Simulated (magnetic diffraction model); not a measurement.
## Magnetic neutron pattern of PrNd₂HoSi₈

Space group Pmm2 (no. 25), a = 4.0800 Å, b = 4.1260 Å, c = 14.1500 Å.

```
site  atom    x    y       z
  1b    Ho    0  1/2  0.3731
  1c    Nd  1/2    0  0.8744
  1d    Nd  1/2  1/2  0.1243
  1a    Pr    0    0  0.6241
  1c    Si  1/2    0  0.4604
  1b    Si    0  1/2  0.9563
  1a    Si    0    0  0.0423
  1d    Si  1/2  1/2  0.5423
  1c    Si  1/2    0  0.2943
  1b    Si    0  1/2  0.7942
  1a    Si    0    0  0.2099
  1d    Si  1/2  1/2  0.7073
```

This is a made-up structure (elements placed in a structure type, unrelaxed), so the numbers test the method and describe no known phase.

Only Ho, Nd and Pr are taken to order (form factors of Ho3+, Nd3+ and Pr3+); orders and moment sizes are assumed, and not adapted to the symmetry. Radiation: neutrons of λ = 2.41 Å, 8° to 60°; isotropic B of 0.56 Å² (Ho), 0.4 Å² (Nd), 0.47 Å² (Pr) and 0.68 Å² (Si). The intensities are simulated: I ∝ L Σ (|F_N|² + |F_M⊥|²) for unpolarised neutrons, with F_M = 2.695 fm/μB × Σ f(s) S exp(2πi Q·r) exp(−B s²) at Q = H ± k (one set where k and −k are equivalent), only the part normal to Q counting and L = 1/(sin²θ cos θ). For collinear order S is the moment m, which repeats by lattice and centring translations R with the sign exp(−2πi k·R). Form factors are spin-only for 3d ions and dipole or tabulated for f ions, scattering lengths are Sears's of 1992, and absorption is left out. A label names one of the reflections at its angle. The strongest nuclear line in the range is 100, and lines under 0.2 are left out.

Assume the order k = (0 0 0), collinear moments along [100], 3.1 μB on Ho, 1.15 μB on Nd and 0.95 μB on Pr; signs + at (0, 1/2, 0.3731), + at (1/2, 0, 0.8744), + at (1/2, 1/2, 0.1243), + at (0, 0, 0.6241).

Q: Where does magnetic intensity appear, and how strong is it?

```tsv
2θ (°)	index	nuclear	magnetic
9.77	(0 0 1)	3.0	8.9
19.61	(0 0 2)	1.1	2.6
29.60	(0 0 3)	0.3	0.9
33.96	(0 1 0)	0.3	0.8
34.36	(1 0 0)	0.2	0.0
35.42	(0 1 1)	0.2	7.6
35.80	(1 0 1)	0.4	0.6
39.52	(0 1 2)	0.3	0.8
39.83	(0 0 4)	3.0	5.3
39.87	(1 0 2)	0.6	0.3
45.66	(0 1 3)	12.4	4.4
45.97	(1 0 3)	12.5	1.9
49.08	(1 1 0)	0.3	0.4
50.17	(1 1 1)	0.5	0.6
50.40	(0 0 5)	0.2	0.3
53.32	(0 1 4)	0.4	0.6
53.35	(1 1 2)	100.0	6.6
53.60	(1 0 4)	0.2	0.2
58.37	(1 1 3)	0.4	0.5
```

The strongest magnetic line in the range is (0 0 1) at 9.77° (8.9). On top of the Lorentz factor, which all lines share, magnetic lines fade with angle because f falls: for Ho3+ it is 0.96, 0.85, 0.71 and 0.44 at sin θ/λ = 0.1, 0.2, 0.3 and 0.5 Å⁻¹, while nuclear lengths stay constant. The net moment is 6.35 μB a primitive cell.

[Logs are printed without paths, hosts, clocks, repeated set-up lines and the standing remarks that a program may print on its own settings, such as how far it seeks lower states.]
